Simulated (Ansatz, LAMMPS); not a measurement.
# Squeezing and shearing In2O3 with crystalline order left by the classical run (60 atoms)

Aim: relax In2O3 with crystalline order left by the classical run (60 atoms), then change its volume and shape to read moduli from the stress.

Main program and level: Ansatz 0.2.0; Kohn-Sham DFT, revPBE, PAW (set soft_1), plane waves; PAW set soft_1.

**1. The starting structure**

The cell holds 60 atoms: 24 In and 36 O. Its edges and angles: a = 9.407 Å, b = 9.407 Å, c = 9.407 Å, α = 90.0°, β = 90.0°, γ = 90.0°. 60 atoms (24 Sc, 36 O) placed at random at 3.63 g/cm³, melted at 5000 K for 10 ps at fixed volume with the Morse and Coulomb pair potential with partial charges (Pedone, Malavasi, Menziani, Cormack and Segre, J. Phys. Chem. B 110, 11780 (2006)). Quenched from 5000 K to 300 K at 20 K/ps and fixed volume, held 10 ps at zero pressure, then minimised at fixed cell. Then Sc was replaced by In and the cell scaled by 1.038 (the potential has no terms for the new elements, so the cell is a start for a DFT relaxation).

Limits known from the start: The quench rate of 20 K/ps is many orders above laboratory rates, so the cell is likely richer in defects and strain than a real sample. The network of bonds at the start is that of the classical potential that made the cell, and needn't be the one that DFT or experiment would give.

**2. Single point at the start**

The forces at the start show how far the geometry lies from a minimum of this functional.

input.yaml

```yaml
crystal:
  lattice:
    - [9.40727, 0.0, 0.0]
    - [0.0, 9.40727, 0.0]
    - [0.0, 0.0, 9.40727]
  atoms:
    - { symbol: In, position: [0.5584, 0.88289, 0.73949] }
    - { symbol: In, position: [0.78558, 0.02924, 0.22511] }
    - { symbol: In, position: [0.43952, 0.39588, 0.33745] }
    - { symbol: In, position: [0.81702, 0.0367, 0.561] }
    - { symbol: In, position: [0.55859, 0.23502, 0.7013] }
    - { symbol: In, position: [0.70275, 0.56211, 0.56305] }
    - { symbol: In, position: [0.13924, 0.5505, 0.07597] }
    - { symbol: In, position: [0.4438, 0.55121, 0.92589] }
    - { symbol: In, position: [0.76136, 0.36973, 0.23639] }
    - { symbol: In, position: [0.07837, 0.8748, 0.39546] }
    - { symbol: In, position: [0.80817, 0.70204, 0.23145] }
    - { symbol: In, position: [0.07296, 0.21466, 0.39744] }
    - { symbol: In, position: [0.1082, 0.19596, 0.07128] }
    - { symbol: In, position: [0.45615, 0.21009, 0.00071] }
    - { symbol: In, position: [0.82106, 0.37301, 0.89448] }
    - { symbol: In, position: [0.43198, 0.73789, 0.25623] }
    - { symbol: In, position: [0.21339, 0.88134, 0.94072] }
    - { symbol: In, position: [0.82615, 0.71266, 0.89427] }
    - { symbol: In, position: [0.32328, 0.71685, 0.58054] }
    - { symbol: In, position: [0.13431, 0.19352, 0.72242] }
    - { symbol: In, position: [0.82461, 0.04024, 0.90181] }
    - { symbol: In, position: [0.45196, 0.05442, 0.37126] }
    - { symbol: In, position: [0.07923, 0.5422, 0.73189] }
    - { symbol: In, position: [0.07587, 0.53199, 0.40135] }
    - { symbol: O, position: [0.06943, 0.3738, 0.22901] }
    - { symbol: O, position: [0.05784, 0.36788, 0.89794] }
    - { symbol: O, position: [0.32031, 0.70574, 0.06112] }
    - { symbol: O, position: [0.05093, 0.05436, 0.55609] }
    - { symbol: O, position: [0.33224, 0.87256, 0.7489] }
    - { symbol: O, position: [0.59049, 0.37413, 0.88909] }
    - { symbol: O, position: [0.30262, 0.22045, 0.39031] }
    - { symbol: O, position: [0.82808, 0.53341, 0.06431] }
    - { symbol: O, position: [0.05855, 0.69469, 0.90714] }
    - { symbol: O, position: [0.2972, 0.06358, 0.06279] }
    - { symbol: O, position: [0.55004, 0.72293, 0.56721] }
    - { symbol: O, position: [0.56761, 0.38573, 0.53124] }
    - { symbol: O, position: [0.84405, 0.54222, 0.73845] }
    - { symbol: O, position: [0.58107, 0.05254, 0.56363] }
    - { symbol: O, position: [0.59899, 0.70595, 0.88309] }
    - { symbol: O, position: [0.7971, 0.88598, 0.73762] }
    - { symbol: O, position: [0.08311, 0.37086, 0.57] }
    - { symbol: O, position: [0.84307, 0.5296, 0.38926] }
    - { symbol: O, position: [0.309, 0.87509, 0.3978] }
    - { symbol: O, position: [0.83294, 0.20713, 0.06443] }
    - { symbol: O, position: [0.84536, 0.87511, 0.39026] }
    - { symbol: O, position: [0.33047, 0.4029, 0.06768] }
    - { symbol: O, position: [0.0935, 0.69668, 0.55668] }
    - { symbol: O, position: [0.57893, 0.91422, 0.24869] }
    - { symbol: O, position: [0.5629, 0.23957, 0.21961] }
    - { symbol: O, position: [0.05509, 0.05503, 0.89163] }
    - { symbol: O, position: [0.04497, 0.05024, 0.24048] }
    - { symbol: O, position: [0.82327, 0.87082, 0.06237] }
    - { symbol: O, position: [0.58504, 0.56635, 0.24926] }
    - { symbol: O, position: [0.80819, 0.20361, 0.73389] }
    - { symbol: O, position: [0.34724, 0.21836, 0.78101] }
    - { symbol: O, position: [0.83056, 0.19516, 0.38162] }
    - { symbol: O, position: [0.5941, 0.06261, 0.88564] }
    - { symbol: O, position: [0.04884, 0.69325, 0.24053] }
    - { symbol: O, position: [0.30624, 0.57174, 0.38228] }
    - { symbol: O, position: [0.30512, 0.55978, 0.74809] }
kpoints:
  mp_grid: { grid: [2, 2, 2] }
hamiltonian:
  xc: revpbe
  pseudopotentials: { kind: paw, azcp: { folder: soft_1 } }
scf:
  occupations: { method: gaussian, width: 0.025 }
output:
  forces: true
```

Command:

```
$ ansatz run input.yaml --threads 16 --pin off --max-ram 31232MiB --backend cpu --events-out ev --progress --plain --runs-dir out
```

Log:

```text
[...]
Pseudopotentials: kind: paw
Pseudopotential: In, paw, valence charge 13, recommended cutoff 420 eV (normal), soft_1/In.paw.azcp
Pseudopotential: O, paw, valence charge 6, recommended cutoff 420 eV (normal), soft_1/O.paw.azcp
[... 5 lines on functional and potentials left out ...]
Crystal: 60 atoms, lattice volume = 832.513 Å³
Basis set: ecut = 420 eV, 16279 PW (Γ), exchange–correlation on 128×128×128 points (8 copies of the dense FFT grid, shifted against one another)
Bands: 324, of which v1, the nominal top of the filled ones, is band 264 counted from 1 (263 counted from 0)
Symmetry: 1 space group operations
Space group: P1 (ITA 1), of the structure as read, at distance tolerance 9.4e-5 Å
k-points: 8
[... 7 lines on functional and potentials left out ...]
Initial density: superposition of atomic densities (chi_scale 0.1, normalization cell, long waves kept (reshape's long-wave potential 0.12 eV rms))
Initial wavefunctions: pseudopotential atomic-orbital guess
[...]
SCF iter   1: F=—  HF=-154967.097238 eV  |F-HF|=—  |Δ(HF+E_count)|=         —  Δρ=6.49e-2  dr2=2.54e1  ethr=3.10e-3  ⟨swp⟩=6.0  Hψ=9603  notcnv=0  defer=4
preconditioner: auto → Resta (q_TF=auto, 2.529 Å⁻¹)  ε∞=4.3  [insulator: Δε(μ)=0.327 eV  Ē_g=16.317 eV  σ=0.025 eV  W_gap=1.00  n_scr=250 (ndim 8)  ℏωp=29.6 eV  f_vac=0.018  D(μ)=0.00/eV (n_scr^D=0)  ε∞_Penn≈4.3]
SCF iter   2: F=—  HF=-154962.126129 eV  |F-HF|=—  |Δ(HF+E_count)|=    4.97e0  Δρ=3.28e-2  dr2=6.33e0  ethr=3.10e-3  ⟨swp⟩=3.0  Hψ=5066  notcnv=0  defer=436
preconditioner: auto → LDOS  [insulator: Δε(μ)=1.154 eV  Ē_g=16.025 eV  σ=0.025 eV  W_gap=0.72  n_scr=250 (ndim 8)  ℏωp=29.6 eV  f_vac=0.023  D(μ)=17.87/eV (n_scr^D=92)  ε∞_Penn≈4.4  β→1.0]
SCF iter   3: F=—  HF=-154961.639450 eV  |F-HF|=—  |Δ(HF+E_count)|=   4.87e-1  Δρ=2.02e-2  dr2=3.21e0  ethr=1.20e-3  ⟨swp⟩=2.9  Hψ=4093  notcnv=0  defer=292
automatic band count: iteration 3 solves 306 bands in place of 324: the levels show a gap, and the empty bands left out lie too high to hold charge; the band table lists the bands solved (type scf.n_extra_bands for more)
SCF iter   4: F=—  HF=-154961.222102 eV  |F-HF|=—  |Δ(HF+E_count)|=   4.17e-1  Δρ=9.40e-3  dr2=7.32e-1  ethr=6.08e-4  ⟨swp⟩=2.5  Hψ=4859  notcnv=0  defer=286
SCF iter   5: F=—  HF=-154961.118705 eV  |F-HF|=—  |Δ(HF+E_count)|=   1.03e-1  Δρ=3.92e-3  dr2=1.39e-1  ethr=1.39e-4  ⟨swp⟩=2.5  Hψ=3078  notcnv=0  defer=286
SCF iter   6: F=—  HF=-154961.106285 eV  |F-HF|=—  |Δ(HF+E_count)|=   1.24e-2  Δρ=2.02e-3  dr2=3.65e-2  ethr=2.63e-5  ⟨swp⟩=2.0  Hψ=4176  notcnv=0  defer=286
SCF iter   7: F=—  HF=-154961.109757 eV  |F-HF|=—  |Δ(HF+E_count)|=   3.47e-3  Δρ=9.98e-4  dr2=9.05e-3  ethr=6.90e-6  ⟨swp⟩=3.9  Hψ=4948  notcnv=0  defer=430
automatic band count: iteration 7 solves 324 bands in place of 306: the levels no longer show a gap clear of their residuals, so the SCF keeps every band
SCF iter   8: F=—  HF=-154961.111659 eV  |F-HF|=—  |Δ(HF+E_count)|=   1.90e-3  Δρ=7.69e-4  dr2=5.91e-3  ethr=1.71e-6  ⟨swp⟩=2.0  Hψ=2997  notcnv=0  defer=430
SCF iter   9: F=—  HF=-154961.112050 eV  |F-HF|=—  |Δ(HF+E_count)|=   3.91e-4  Δρ=6.25e-4  dr2=4.07e-3  ethr=1.12e-6  ⟨swp⟩=2.0  Hψ=2671  notcnv=0  defer=430
[...]
SCF iter  22: F=—  HF=-154961.112473 eV  |F-HF|=—  |Δ(HF+E_count)|=  3.20e-10  Δρ=3.17e-6  dr2=1.03e-7  ethr=1.89e-11  ⟨swp⟩=3.0  Hψ=6840  notcnv=0
SCF iter  23: F=-154961.112473 eV  HF=-154961.112473 eV  |F-HF|=4.52e-8  |Δ(HF+E_count)|=   7.22e-9  Δρ=2.45e-6  dr2=6.10e-8  ethr=1.89e-11  ⟨swp⟩=3.0  Hψ=5600  notcnv=0
SCF 1 converged in 23 iterations: F = -154961.112473 eV  dr2 = 6.10e-8
[...]
SCF converged after 23 iterations
Free energy (F): -154961.112473 eV
Harris-Foulkes:  -154961.112473 eV  (|F-HF|=4.52e-8)
Internal energy: -154961.108545 eV  (E = F + TS)
E sigma→0 (E₀):  -154961.110509 eV
Entropy (-TS):   -0.003928 eV (-0.065 meV/atom)
Fermi energy:    8.537484 eV
--- Per-component energies (eV) ---
[...]
Σ components = -154961.112473   (vs F -154961.112473, Δ=0.00e0)
--- Forces (eV/Å), atoms counted from 1 ---
  atom   1  In    -0.31418264    -0.19097917     0.54439660
  atom   2  In     0.14247912     0.47969169     0.21613403
  atom   3  In    -0.49191042     0.19060754     0.13119137
  atom   4  In    -0.31036984     0.43711749     0.14157775
[...]
atom  60  O     -0.26399074    -0.14729614    -0.08780329
  max |Σ_I F_I| component: 2.63e-5 eV/Å
```

It took 37 s on 16 threads of Arm Neoverse V1, shared host; peak memory 8.5 GiB.

Reading the cycles: dr2 is the Hartree energy of the density residual (eV), the measure of convergence; HF is the Harris–Foulkes estimate of the energy, which meets the free energy F at convergence.

The r.m.s. force at the start is 0.28 eV/Å.

**3. Cell and atoms relaxed**

Cell and atoms are freed together, to release stress as well as forces.

input.yaml

```yaml
crystal:
  lattice:
    - [9.40727, 0.0, 0.0]
    - [0.0, 9.40727, 0.0]
    - [0.0, 0.0, 9.40727]
  atoms:
    [... the 60 atom lines of step 2 ...]
kpoints:
  mp_grid: { grid: [2, 2, 2] }
hamiltonian:
  xc: revpbe
  pseudopotentials: { kind: paw, azcp: { folder: soft_1 } }
scf:
  occupations: { method: gaussian, width: 0.025 }
output:
  forces: true
relax:
  f_tol: 0.05
  max_steps: 150
  cell: {}
```

Log:

```text
[...]
Crystal: 60 atoms, lattice volume = 832.513 Å³
Basis set: ecut = 420 eV, 16279 PW (Γ), exchange–correlation on 128×128×128 points (8 copies of the dense FFT grid, shifted against one another)
Bands: 324, of which v1, the nominal top of the filled ones, is band 264 counted from 1 (263 counted from 0)
Symmetry: 1 space group operations
[...]
k-points: 8
[...]
SCF iter   1: F=—  HF=-154967.097238 eV  |F-HF|=—  |Δ(HF+E_count)|=         —  Δρ=6.49e-2  dr2=2.54e1  ethr=3.10e-3  ⟨swp⟩=6.0  Hψ=9603  notcnv=0  defer=4
[...]
SCF iter  22: F=—  HF=-154961.112473 eV  |F-HF|=—  |Δ(HF+E_count)|=  1.46e-10  Δρ=3.16e-6  dr2=1.03e-7  ethr=1.89e-11  ⟨swp⟩=3.0  Hψ=6840  notcnv=0
SCF iter  23: F=-154961.112473 eV  HF=-154961.112473 eV  |F-HF|=4.49e-8  |Δ(HF+E_count)|=   7.13e-9  Δρ=2.44e-6  dr2=6.05e-8  ethr=1.89e-11  ⟨swp⟩=3.0  Hψ=5600  notcnv=0
SCF 1 converged in 23 iterations: F = -154961.112473 eV  dr2 = 6.05e-8
[...]
relax step   1: F+E_penalty+E_count = -154961.11247290 eV  Δ(F+E_penalty+E_count) = +0.000e0 eV  max|allowed force component| = 1.037e0 eV/Å  Δτ_max = 0.0000 Å  P = +1.543 GPa  Ω = 832.513 Å³  (23 SCF iters, dr2 threshold 1.00e-7 eV, accepted)
[... from here on, the SCF cycles and remarks between the steps are left out ...]
relax step   2: F+E_penalty+E_count = -154961.48747523 eV  Δ(F+E_penalty+E_count) = -3.750e-1 eV  max|allowed force component| = 4.701e-1 eV/Å  Δτ_max = 0.1416 Å  P = -0.183 GPa  Ω = 839.146 Å³  energy of the carried Pulay correction = -1.173e-2 eV  (11 SCF iters, dr2 threshold 6.00e-6 eV, accepted)
relax step   3: F+E_penalty+E_count = -154961.82452497 eV  Δ(F+E_penalty+E_count) = -3.370e-1 eV  max|allowed force component| = 3.502e-1 eV/Å  Δτ_max = 0.0448 Å  P = -0.295 GPa  Ω = 840.850 Å³  energy of the carried Pulay correction = -1.473e-2 eV  (8 SCF iters, dr2 threshold 6.00e-6 eV, accepted)
relax step   4: F+E_penalty+E_count = -154962.05555459 eV  Δ(F+E_penalty+E_count) = -2.310e-1 eV  max|allowed force component| = 1.325e-1 eV/Å  Δτ_max = 0.2000 Å  P = +0.090 GPa  Ω = 841.481 Å³  energy of the carried Pulay correction = -1.584e-2 eV  (9 SCF iters, dr2 threshold 6.00e-6 eV, accepted)
relax step   5: F+E_penalty+E_count = -154962.11348615 eV  Δ(F+E_penalty+E_count) = -5.793e-2 eV  max|allowed force component| = 6.883e-2 eV/Å  Δτ_max = 0.1712 Å  P = -0.188 GPa  Ω = 846.822 Å³  energy of the carried Pulay correction = -2.519e-2 eV  (9 SCF iters, dr2 threshold 1.10e-6 eV, accepted)
relax step   6: F+E_penalty+E_count = -154962.12487047 eV  Δ(F+E_penalty+E_count) = -1.138e-2 eV  max|allowed force component| = 1.630e-2 eV/Å  Δτ_max = 0.0450 Å  P = +0.006 GPa  Ω = 844.909 Å³  energy of the carried Pulay correction = -2.185e-2 eV  (9 SCF iters, dr2 threshold 2.96e-7 eV, accepted)
relax step   7: F+E_penalty+E_count = -154962.15891788 eV  Δ(F+E_penalty+E_count) = -3.405e-2 eV  max|allowed force component| = 1.660e-2 eV/Å  Δτ_max = 0.0000 Å  P = +0.076 GPa  Ω = 844.909 Å³  stress off target by 1.77e-1 GPa  SCF on the basis re-selected at this cell (its energy is not comparable with the rows above)  (8 SCF iters)
relax step   8: F+E_penalty+E_count = -154962.15869037 eV  Δ(F+E_penalty+E_count) = +2.275e-4 eV  max|allowed force component| = 6.126e-3 eV/Å  Δτ_max = 0.0125 Å  P = -0.003 GPa  Ω = 845.777 Å³  energy of the carried Pulay correction = -1.521e-3 eV  (8 SCF iters, dr2 threshold 7.82e-8 eV, accepted)
relax step   9: F+E_penalty+E_count = -154962.15987077 eV  Δ(F+E_penalty+E_count) = -1.180e-3 eV  max|allowed force component| = 6.141e-3 eV/Å  Δτ_max = 0.0000 Å  P = -0.002 GPa  Ω = 845.777 Å³  stress off target by 7.80e-3 GPa  SCF on the basis re-selected at this cell (its energy is not comparable with the rows above)  (6 SCF iters)
[...]
SCF converged after 6 iterations
Free energy (F): -154962.159871 eV
[...]
Internal energy: -154962.159871 eV  (E = F + TS)
E sigma→0 (E₀):  -154962.159871 eV
Fermi energy:    8.249210 eV
[...]
Σ components = -154962.159871   (vs F -154962.159871, Δ=0.00e0)
--- Forces (eV/Å), atoms counted from 1 ---
  atom   1  In     0.00094899    -0.00281013     0.00043986
  atom   2  In     0.00144977    -0.00047056    -0.00450669
  atom   3  In     0.00224360     0.00025594     0.00197967
  atom   4  In    -0.00023665     0.00128977     0.00256419
[...]
atom  60  O     -0.00065334     0.00048813    -0.00138798
  max |Σ_I F_I| component: 7.77e-6 eV/Å
--- Stress (GPa, compression-positive) ---
       -0.006337      -0.002961       0.000150
       -0.002961       0.000292       0.004022
        0.000150       0.004022       0.001064
  P = ⅓ Tr σ = -0.0017 GPa (-0.017 kbar)
--- Relaxed structure (7 steps of the walk, 7 accepted, 2 SCFs on fresh bases) ---
  F+E_penalty+E_count = -154962.15987077 eV   max|allowed force component| = 6.141e-3 eV/Å   (the final SCF, on the basis selected at the relaxed cell)
  cell:  # Å, volume = 845.7769 Å³
    - [9.318952, -0.079364, -0.127587]
    - [-0.079364, 9.510472, 0.066158]
    - [-0.127587, 0.066158, 9.545910]
  atoms:
    - { symbol: In, position: [0.552938, 0.882534, 0.749409] }
    - { symbol: In, position: [0.795338, 0.018993, 0.229584] }
    - { symbol: In, position: [0.439015, 0.409832, 0.315000] }
    - { symbol: In, position: [0.814681, 0.036210, 0.564649] }
[...]
- { symbol: O, position: [0.308715, 0.549104, 0.746681] }
```

It took 3.1 min on 16 threads; peak memory 8.7 GiB.

The relaxation converged after 7 steps, with a largest force component of 0.0061 eV/Å.

**4. Single point at the relaxed geometry**

The electronic structure is read at the final geometry, in a run of its own.

input.yaml

```yaml
crystal:
  lattice:
    - [9.31895, -0.07936, -0.12759]
    - [-0.07936, 9.51047, 0.06616]
    - [-0.12759, 0.06616, 9.54591]
  atoms:
    - { symbol: In, position: [0.55294, 0.88253, 0.74941] }
    - { symbol: In, position: [0.79534, 0.01899, 0.22958] }
    - { symbol: In, position: [0.43901, 0.40983, 0.315] }
    - { symbol: In, position: [0.81468, 0.03621, 0.56465] }
    - { symbol: In, position: [0.54782, 0.24161, 0.69054] }
    - { symbol: In, position: [0.69531, 0.56246, 0.55488] }
    [... 48 atom lines left out ...]
    - { symbol: O, position: [0.34688, 0.21159, 0.78627] }
    - { symbol: O, position: [0.82976, 0.18424, 0.38208] }
    - { symbol: O, position: [0.58732, 0.05864, 0.89084] }
    - { symbol: O, position: [0.04361, 0.68838, 0.24306] }
    - { symbol: O, position: [0.30938, 0.57634, 0.37565] }
    - { symbol: O, position: [0.30872, 0.5491, 0.74668] }
kpoints:
  mp_grid: { grid: [2, 2, 2] }
hamiltonian:
  xc: revpbe
  pseudopotentials: { kind: paw, azcp: { folder: soft_1 } }
scf:
  occupations: { method: gaussian, width: 0.025 }
output:
  forces: true
  stress: true
  populations: true
  dos:
    method: { smearing: { sigma: 0.08 } }
    de: 0.1
    projected: { site_lists: { In: [In], O: [O] } }
  eigenvalues: true
  write_density: true
  write_potential: true
  volumetric_format: npy
  elf: true
```

Log:

```text
[...]
Crystal: 60 atoms, lattice volume = 845.777 Å³
Basis set: ecut = 420 eV, 16521 PW (Γ), exchange–correlation on 128×128×128 points (8 copies of the dense FFT grid, shifted against one another)
Bands: 324, of which v1, the nominal top of the filled ones, is band 264 counted from 1 (263 counted from 0)
Symmetry: 1 space group operations
[...]
k-points: 8
[...]
SCF iter   1: F=—  HF=-154968.065682 eV  |F-HF|=—  |Δ(HF+E_count)|=         —  Δρ=6.42e-2  dr2=2.50e1  ethr=3.10e-3  ⟨swp⟩=6.0  Hψ=9570  notcnv=0  defer=1
[...]
SCF iter  13: F=-154962.159871 eV  HF=-154962.159871 eV  |F-HF|=3.45e-8  |Δ(HF+E_count)|=   1.75e-7  Δρ=2.98e-6  dr2=7.46e-8  ethr=1.89e-11  ⟨swp⟩=14.9  Hψ=22228  notcnv=0
SCF 1 converged in 13 iterations: F = -154962.159871 eV  dr2 = 7.46e-8
[...]
SCF converged after 13 iterations
Free energy (F): -154962.159871 eV
[...]
Internal energy: -154962.159871 eV  (E = F + TS)
E sigma→0 (E₀):  -154962.159871 eV
Fermi energy:    8.249233 eV
[...]
--- Forces (eV/Å), atoms counted from 1 ---
  atom   1  In     0.00058340    -0.00234986     0.00063171
  atom   2  In     0.00139963    -0.00020840    -0.00411284
  atom   3  In     0.00263285     0.00052112     0.00204113
  atom   4  In    -0.00045314     0.00148062     0.00231459
  atom   5  In    -0.00111006     0.00290155    -0.00249328
  atom   6  In    -0.00223230    -0.00048450    -0.00277351
  atom   7  In    -0.00063823     0.00337747     0.00077487
  atom   8  In     0.00196095     0.00442025     0.00241224
  atom   9  In    -0.00065864    -0.00193250    -0.00075289
  atom  10  In    -0.00147547    -0.00268510     0.00207416
  atom  11  In    -0.00098754    -0.00046567    -0.00045528
  atom  12  In     0.00058021     0.00210907    -0.00008458
  atom  13  In    -0.00273021     0.00400481     0.00053408
  atom  14  In     0.00352508     0.00097998    -0.00211134
[...]
atom  59  O      0.00094653     0.00132352    -0.00267103
  atom  60  O     -0.00106390     0.00098624    -0.00181609
  max |Σ_I F_I| component: 1.09e-5 eV/Å
--- Stress (GPa, compression-positive) ---
       -0.006558      -0.003000      -0.000139
       -0.003000       0.000548       0.003890
       -0.000139       0.003890       0.001126
  P = ⅓ Tr σ = -0.0016 GPa (-0.016 kbar)
--- Band table (eV; the first three rows and the last of 8) ---
[...]
--- Löwdin populations: 60 sites ---
  site symbol       q [e]
     0     In     11.8251
     1     In     11.8403
     2     In     11.8332
[...]
59      O      6.7459
  spilling = 0.003418 (of n_electrons = 528.000000)
```

Run time: 44 s. Hardware: 16 threads; peak memory 8.5 GiB; 11 min of CPU time.

Numbers from this run:

- free energy: -154962.1599 eV
- free energy per atom: -2582.7027 eV/atom
- SCF cycles: 13
- pressure: -0.001628 GPa
- r.m.s. force component: 0.00205 eV/Å
- longest force: 0.00682 eV/Å
- Fermi energy: 8.249 eV
- gap (highest filled to lowest empty level): 0.2179 eV
- spilling of the projection: 0.003418

[end of part 1 of 2]

[Long decimals in the printed logs are rounded to 6 places.]

[Logs are printed without paths, hosts, clocks, repeated set-up lines and the standing remarks that a program may print on its own settings, such as how far it seeks lower states.]

[Hosts, paths, dates, database ids (printed as entryN), source tags and the programs' standing remarks are cut or masked in the printed files.]
